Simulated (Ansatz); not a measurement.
# Resistivity from frozen vibrations: Pt(111) with 4 thermally displaced layers, 2x2

Aim: the resistivity of Pt at 180 K from frozen thermal displacements between perfect leads.

Calculated with Ansatz 0.2.0; Ansatz plane-wave DFT, PBE, PAW files; ballistic transport by layer matching (Landauer), zero bias; PAW set soft_1.

**1. The structure**

The cell holds 40 atoms: 40 Pt. Its edges and angles: a = 5.546 Å, b = 5.546 Å, c = 22.699 Å, α = 93.5°, β = 86.5°, γ = 120.0°. It derives from Pt. Regions: lead, 24 atoms (24 Pt); scattering region, 16 atoms (16 Pt). The structure is stacked along c, and the current runs across the ab planes.

**2. With 4 displaced layers**

Each atom of 4 layers is moved at random, by amounts drawn from a normal law 0.0494 Å wide in each direction from the Debye model (240 K) at 180 K. The layers about the cell's end stay perfect and serve as the lead. Disorder leaves little or no symmetry, which makes such runs dear. Energies from -0.05 to 0.05 eV in steps of 0.05 eV are too few for the program's thermal sum, so it prints no conductance; for a metal the transmission near the Fermi level serves, at a fraction of the cost.

File input.yaml:

```yaml
crystal:
  lattice:
    - [5.5462627489, 0.0, 0.0]
    - [-2.7731313745, 4.8032044366, 0.0]
    - [1.3865656872, -0.8005340728, 22.6425228571]
  atoms:
    - { symbol: Pt, position: [0.9916666667, 0.0083333333, 0.05] }
    - { symbol: Pt, position: [0.9916666667, 0.5083333333, 0.05] }
    - { symbol: Pt, position: [0.4916666667, 0.0083333333, 0.05] }
    - { symbol: Pt, position: [0.4916666667, 0.5083333333, 0.05] }
    - { symbol: Pt, position: [0.1416666667, 0.3583333333, 0.15] }
    - { symbol: Pt, position: [0.1416666667, 0.8583333333, 0.15] }
    - { symbol: Pt, position: [0.6416666667, 0.3583333333, 0.15] }
    - { symbol: Pt, position: [0.6416666667, 0.8583333333, 0.15] }
    - { symbol: Pt, position: [0.2916666667, 0.2083333333, 0.25] }
    - { symbol: Pt, position: [0.2916666667, 0.7083333333, 0.25] }
    - { symbol: Pt, position: [0.7916666667, 0.2083333333, 0.25] }
    - { symbol: Pt, position: [0.7916666667, 0.7083333333, 0.25] }
    - { symbol: Pt, position: [0.946719939, 0.06937121, 0.3516192472] }
    - { symbol: Pt, position: [0.956889834, 0.5745567535, 0.3473676819] }
    - { symbol: Pt, position: [0.4293203487, 0.0447004721, 0.349764724] }
    - { symbol: Pt, position: [0.450276273, 0.5582878805, 0.3510827467] }
    - { symbol: Pt, position: [0.0757209166, 0.4095170222, 0.448019703] }
    - { symbol: Pt, position: [0.111711267, 0.9178071944, 0.4520728904] }
    - { symbol: Pt, position: [0.5940656398, 0.4148809691, 0.4514364933] }
    - { symbol: Pt, position: [0.586078678, 0.9031720921, 0.4497493953] }
    - { symbol: Pt, position: [0.2333139856, 0.2521126454, 0.5493812541] }
    - { symbol: Pt, position: [0.2396982841, 0.7656403429, 0.5465149694] }
    - { symbol: Pt, position: [0.7459871154, 0.2516956729, 0.5488079483] }
    - { symbol: Pt, position: [0.7289729429, 0.7567585149, 0.5494592348] }
    - { symbol: Pt, position: [0.8905921105, 0.1028732886, 0.6502047152] }
    - { symbol: Pt, position: [0.9102011734, 0.6123344125, 0.6487473564] }
    - { symbol: Pt, position: [0.3992837266, 0.1072236965, 0.651296716] }
    - { symbol: Pt, position: [0.395818552, 0.6036056165, 0.6457852462] }
    - { symbol: Pt, position: [0.0416666667, 0.4583333333, 0.75] }
    - { symbol: Pt, position: [0.0416666667, 0.9583333333, 0.75] }
    - { symbol: Pt, position: [0.5416666667, 0.4583333333, 0.75] }
    - { symbol: Pt, position: [0.5416666667, 0.9583333333, 0.75] }
    - { symbol: Pt, position: [0.1916666667, 0.3083333333, 0.85] }
    - { symbol: Pt, position: [0.1916666667, 0.8083333333, 0.85] }
    - { symbol: Pt, position: [0.6916666667, 0.3083333333, 0.85] }
    - { symbol: Pt, position: [0.6916666667, 0.8083333333, 0.85] }
    - { symbol: Pt, position: [0.8416666667, 0.1583333333, 0.95] }
    - { symbol: Pt, position: [0.8416666667, 0.6583333333, 0.95] }
    - { symbol: Pt, position: [0.3416666667, 0.1583333333, 0.95] }
    - { symbol: Pt, position: [0.3416666667, 0.6583333333, 0.95] }
kpoints:
  mp_grid: { grid: [5, 5, 1] }
hamiltonian:
  xc: pbe
  pseudopotentials: { kind: paw, azcp: { folder: soft_1 } }
scf:
  occupations: { method: fermi_dirac, width: 0.1 }
output:
  transmission:
    leads: [[0, 4]]
    kmesh: [10, 10]
    e_range: [-0.05, 0.05]
    de: 0.05
  write_potential: true
  write_density: true
  volumetric_format: npy
  elf: true
```

On the command line:

```console
$ ansatz run input.yaml --threads 4 --pin off --max-ram 15360MiB --backend cpu --events-out ev --progress --plain --runs-dir out
```

Numbers of over 12 decimals in the logs are rounded to 6 here.

Log:

```text
Engine: ansatz 0.2.0, x86_64-unknown-linux-gnu
Pseudopotentials: kind: paw
Pseudopotential: Pt, paw, valence charge 18, recommended cutoff 420 eV (normal), soft_1/Pt.paw.azcp
Functional definition: PBE
  parameter kappa = 0.804
  parameter beta = 0.066725
  exchange = pbe_x(kappa = kappa, mu = beta*pi^2/3)
  correlation = pbe_c(beta = beta)
Crystal: 40 atoms, lattice volume = 603.193 Å³
Basis set: ecut = 420 eV, 11827 PW (Γ)
Bands: 432, of which v1, the nominal top of the filled ones, is band 360 counted from 1 (359 counted from 0)
Symmetry: 1 space group operations
Space group: P1 (ITA 1), of the structure as read, at distance tolerance 8.4e-5 Å
k-points: 13 of 25 (time reversal used)
Non-local potential: Pt, projectors of the file, l = 0: 3, l = 1: 2, l = 2: 2, l = 3: 1
PAW form: soft (Blöchl's): semilocal exchange-correlation on the pseudo side does not see the compensation charge
PAW one-centre angular grid: Pt, 590 points (default); XC on 64 Gauss nodes
Initial density: superposition of atomic densities (chi_scale 0.1, normalization cell)
Initial wavefunctions: pseudopotential atomic-orbital guess
Functional: x = pbe(κ = 0.804, μ = 0.219515), c = pbe(β = 0.066725)
SCF iter   1: F=—  HF=-501001.002249 eV  |F-HF|=—  |Δ(HF+E_count)|=         —  Δρ=8.57e-2  dr2=4.22e1  ethr=3.10e-3  ⟨swp⟩=4.6  Hψ=17045  notcnv=0  defer=201
preconditioner: auto → Kerker (q_TF=auto, 2.810 Å⁻¹)  [metal: Δε(μ)=0.009 eV  Ē_g=8.531 eV  σ=0.100 eV  W_gap=0.02  n_scr=246 (ndim 8)  ℏωp=30.2 eV  f_vac=0.000  D(μ)=68.97/eV (n_scr^D=920)]
SCF iter   2: F=—  HF=-500991.135586 eV  |F-HF|=—  |Δ(HF+E_count)|=    9.87e0  Δρ=4.54e-2  dr2=1.16e1  ethr=3.10e-3  ⟨swp⟩=2.8  Hψ=9191  notcnv=0  defer=482
SCF iter   3: F=—  HF=-500987.832409 eV  |F-HF|=—  |Δ(HF+E_count)|=    3.30e0  Δρ=6.56e-3  dr2=1.28e-1  ethr=1.61e-3  ⟨swp⟩=2.2  Hψ=8105  notcnv=0  defer=482
SCF iter   4: F=—  HF=-500987.848335 eV  |F-HF|=—  |Δ(HF+E_count)|=   1.59e-2  Δρ=1.10e-3  dr2=8.19e-3  ethr=1.78e-5  ⟨swp⟩=2.9  Hψ=9679  notcnv=0  defer=480
SCF iter   5: F=—  HF=-500987.848459 eV  |F-HF|=—  |Δ(HF+E_count)|=   1.24e-4  Δρ=3.68e-4  dr2=7.54e-4  ethr=1.14e-6  ⟨swp⟩=2.3  Hψ=7979  notcnv=0  defer=480
SCF iter   6: F=—  HF=-500987.848471 eV  |F-HF|=—  |Δ(HF+E_count)|=   1.12e-5  Δρ=5.47e-5  dr2=2.42e-5  ethr=1.05e-7  ⟨swp⟩=2.9  Hψ=10726  notcnv=0  defer=480
SCF iter   7: F=—  HF=-500987.847233 eV  |F-HF|=—  |Δ(HF+E_count)|=   1.24e-3  Δρ=1.10e-5  dr2=4.34e-6  ethr=3.36e-9  ⟨swp⟩=1.1  Hψ=5113  notcnv=0  defer=480
SCF iter   8: F=—  HF=-500987.847233 eV  |F-HF|=—  |Δ(HF+E_count)|=   5.92e-8  Δρ=2.94e-6  dr2=3.36e-7  ethr=6.03e-10  ⟨swp⟩=1.0  Hψ=5112  notcnv=0  defer=480
SCF iter   9: F=-500987.847233 eV  HF=-500987.847233 eV  |F-HF|=4.02e-8  |Δ(HF+E_count)|=   1.38e-8  Δρ=8.13e-7  dr2=4.17e-8  ethr=1.39e-11  ⟨swp⟩=8.0  Hψ=16729  notcnv=0
SCF 1 converged in 9 iterations: F = -500987.847233 eV  dr2 = 4.17e-8
  greatest PAW one-centre occupation: 1.000 electrons in one spin orbital (limit 2), on the Pt atom at site 17 (counted from 0), in its partial waves of l = 0
transmission: 215 of 2132 steps passed
transmission: 429 of 2132 steps passed
[...]
transmission: 2132 of 2132 steps passed
SCF converged after 9 iterations
Free energy (F): -500987.847233 eV
Harris-Foulkes:  -500987.847233 eV  (|F-HF|=4.02e-8)
Internal energy: -500985.615294 eV  (E = F + TS)
E sigma→0 (E₀):  -500986.731263 eV
Entropy (-TS):   -2.231939 eV (-55.798 meV/atom)
Fermi energy:    23.428925 eV
--- Per-component energies (eV) ---
  E_band       = -5136.574193
  E_kinetic    = 23900.781653
  E_local      = -57061.209548  (includes V_loc(G=0)·N_el)
  E_nonlocal   = 8155.342633
  E_hartree    = 21721.237342
  E_xc         = -9305.051421
  E_vxc        = -10871.962427  (∫ρ·V_xc dr)
  E_paw        = -379356.028949  (= ΣΔE_a)
  E_vpaw       = -12702.055561  (= ΣTr[D̂ρ^β])
  E_aug_tail   = 0.044650  (compensation charges beyond the density's cutoff)
  E_ewald      = -109040.731653
  E_smearing   = -2.231939  (= −TS)
  E_closure    = -0.000000  (closes the sum)
  Σ components = -500987.847233   (vs F -500987.847233, Δ=0.00e0)
--- Band table (eV; the first three rows and the last of 13) ---
  k-point 0: bands = [... 356 lower, 23.5837, 23.6102, 23.6256, 23.6592, 23.6668, 23.6715, 23.6841, 23.7285, ... 68 higher]
  k-point 1: bands = [... 356 lower, 23.4028, 23.4120, 23.4198, 23.4391, 23.4475, 23.4707, 23.4914, 23.5926, ... 68 higher]
  k-point 2: bands = [... 356 lower, 23.3250, 23.3427, 23.4006, 23.4612, 23.5183, 23.5310, 23.5362, 23.5471, ... 68 higher]
  k-point 12: bands = [... 356 lower, 23.2907, 23.3271, 23.4458, 23.4514, 23.4584, 23.4815, 23.5200, 23.5333, ... 68 higher]
--- Transmission ---
  basis      : 241 plane waves across, 41 finite elements along
  points     : 52, standing for a mesh of 10 x 10
  energies   : 3 from -0.050000 to 0.050000 eV about the Fermi level, 0.050000 eV apart; the leads are filled to 0.000000 eV, and channels, transmission and decay are at 0.000000 eV
  crystal 0  : Pt4, at the sites [0, 4], period 2.2643 Å, over 13.59 Å; its Hamiltonian steps by up to 8.1 meV
    offset         : up to 0.0000 Å between an atom of the period and one for which it stands
    channels       : 6.890000e0 a spin
    conductance    : none, the energies end too early or step too widely for 300 K: set another output.transmission.e_range or a lower de, or, where they end at an eighth of basis.ecutwfc, a higher one
  junction   : crystal 0 to crystal 0, 0.70 to 21.08 Å
    transmission   : 6.140045e0 a spin
    conductance    : none, the energies end too early or step too widely for 300 K: set another output.transmission.e_range or a lower de, or, where they end at an eighth of basis.ecutwfc, a higher one
```

Run time: 5.2 min. Hardware: 4 threads of AMD EPYC 9R14 (Zen 4), shared host; peak memory 5.7 GiB.

The column dr2 measures how far the density is from self-consistency, as an energy; F and HF (Harris–Foulkes) agree once it is small.

This step gave:

- free energy: -500987.8472 eV
- energy at zero smearing: -500986.7313 eV
- Fermi energy: 23.43 eV
- cell area: 26.64 Å²
- transmission per spin nearest the Fermi level: 6.140
- open channels per spin nearest the Fermi level: 6.89
- step of the lead's potential: 8.1 meV

Per spin. Transmission, zone mean against energy, zero at the Fermi level:

```csv
energy (eV),"transmission, zone mean"
-0.0500,6.31
0.0000,6.14
0.0500,5.76
```

Per spin. Table of open channels, zone mean, lead by energy, zero at the Fermi level:

```
energy (eV)  open channels, zone mean, lead
    -0.0500                            7.16
     0.0000                            6.89
     0.0500                            6.21
```

Transmission over k1 and k2. At 0.0000 eV from the Fermi level.

Ten even steps from '_' (2.97) to '@' (8.85):
```
@@%%======##@@..__..
::==%%++++##==::____
--==++%%..%%++==--..
@@==++..****__++==@@
%%####%%**..**%%####
@@@@==++__****..++==
--..--==++%%..%%++==
::____::==##++++%%==
@@..__..@@##======%%
%%@@::--@@%%@@--::@@
```
Columns: k1 (b1) from -0.5 to 0.4; rows upwards: k2 (b2) from -0.5 to 0.4.

Open channels over k1 and k2. At 0.0000 eV from the Fermi level.

Ten even steps from '0' (3.0) to '9' (10.0):
```
9744479101
4475574400
4458185441
9451881549
9778828877
9945188154
4144581854
4004475574
9101974447
9944999449
```
Columns: k1 (b1) from -0.5 to 0.4; rows upwards: k2 (b2) from -0.5 to 0.4.

Electrostatic potential energy in the ca plane at fractional y = 0.045, with atoms of Pt within 0.2 Å of it. With pseudopotentials it is smooth inside the atoms' cores, unlike the true potential.

Ten even steps from '0' (-43 eV) to '9' (26 eV), each cell a mean:
```
99999999998200048999999999999731158986579999
99999999998400059999999999999610027999999999
78999877899732479988999999999720038999999999
66899755799987899865789998999853368987789999
77899755799999999742479987899988889853368999
88999877899988899843479987899999999830037999
99999999999632589976789998999988899830027999
99999999997200169999999999999853369963358999
99999999997200059999999999999620038998889999
88999988998410269998999999999610027999999999
77899866899854689865689999999841148999999999
66899745799998999742379988999986689975579999
88899866799998999741369987899999999841148999
99999988999855799864579988899999999730027999
99999999998410269998899999999976789851138999
```
Columns run along c (16.0 Å, from fractional 0.15 to 0.85 of the cell; values clipped at the 3rd and 97th percentile), rows up along a (5.5 Å). Atoms in or near the plane, at fractional coordinates: Pt at (0.35, 0.95), Pt at (0.35, 0.43).

ELF in the ca plane at fractional y = 0.045, with atoms of Pt within 0.2 Å of it. It is the smooth field of the valence electrons, not physical close to the nuclei.

Ten even steps from '0' (0.14) to '9' (0.59), each cell a mean:
```
22100122223799962222100022222489863235642122
22111122223799962222100012222599983222221112
43222344222478742223210122222499973222210012
54322466422234322356522223322368753223421112
44322466521222222478642233321134322357863222
33212344322233322477642223321122222389984222
22100122222588632245422223221133322379984222
22000122223899952222210122222378743347863222
22100122223899952222100012222489974223431122
33211233223699852222210122222499984222210012
44322355322356532345531123222379863222221012
54323467521223222478743223321245432345642122
33222355421233222488753223321122222378973222
22211233222466432257642223321122222489984222
22100122223799852223321122221245432368974222
```
Columns run along c (16.0 Å, from fractional 0.15 to 0.85 of the cell), rows up along a (5.5 Å). Atoms in or near the plane, at fractional coordinates: Pt at (0.35, 0.95), Pt at (0.35, 0.43).

Valence density in the ca plane at fractional y = 0.045, with atoms of Pt within 0.2 Å of it. It is the smooth field of the valence electrons, not physical close to the nuclei.

Ten even steps from '0' (0 e/Å³) to '9' (11 e/Å³), each cell a mean:
```
00000000000389620000000000000035410001100000
00000000000268510000000000000158730000000000
00000000000023200000000000000047620000000000
00000011000000000011000000000013210000000000
00000011000000000023100000000000000013310000
00000000000000000012100000000000000026630000
00000000000133100001000000000000000025630000
00000000000378510000000000000013210012310000
00000000000389610000000000000047620000000000
00000000000256410000000000000048730000000000
00000011000011100001100000000024410000000000
00000011000000000023200000000001100001100000
00000011000000000024210000000000000024420000
00000000000011000012100000000000000036630000
00000000000156310000000000000001000014420000
```
Columns run along c (16.0 Å, from fractional 0.15 to 0.85 of the cell), rows up along a (5.5 Å). Atoms in or near the plane, at fractional coordinates: Pt at (0.35, 0.95), Pt at (0.35, 0.43).

Over the solved energies the transmission per spin lies between 5.76 and 6.31, out of 6.75 channels of the lead on average (up to 7.16).

[end of part 1 of 2]

[Logs are printed without paths, hosts, clocks, repeated set-up lines and the standing remarks that a program may print on its own settings, such as how far it seeks lower states.]

[Hosts, paths, dates, database ids (printed as entryN), source tags and the programs' standing remarks are cut or masked in the printed files.]
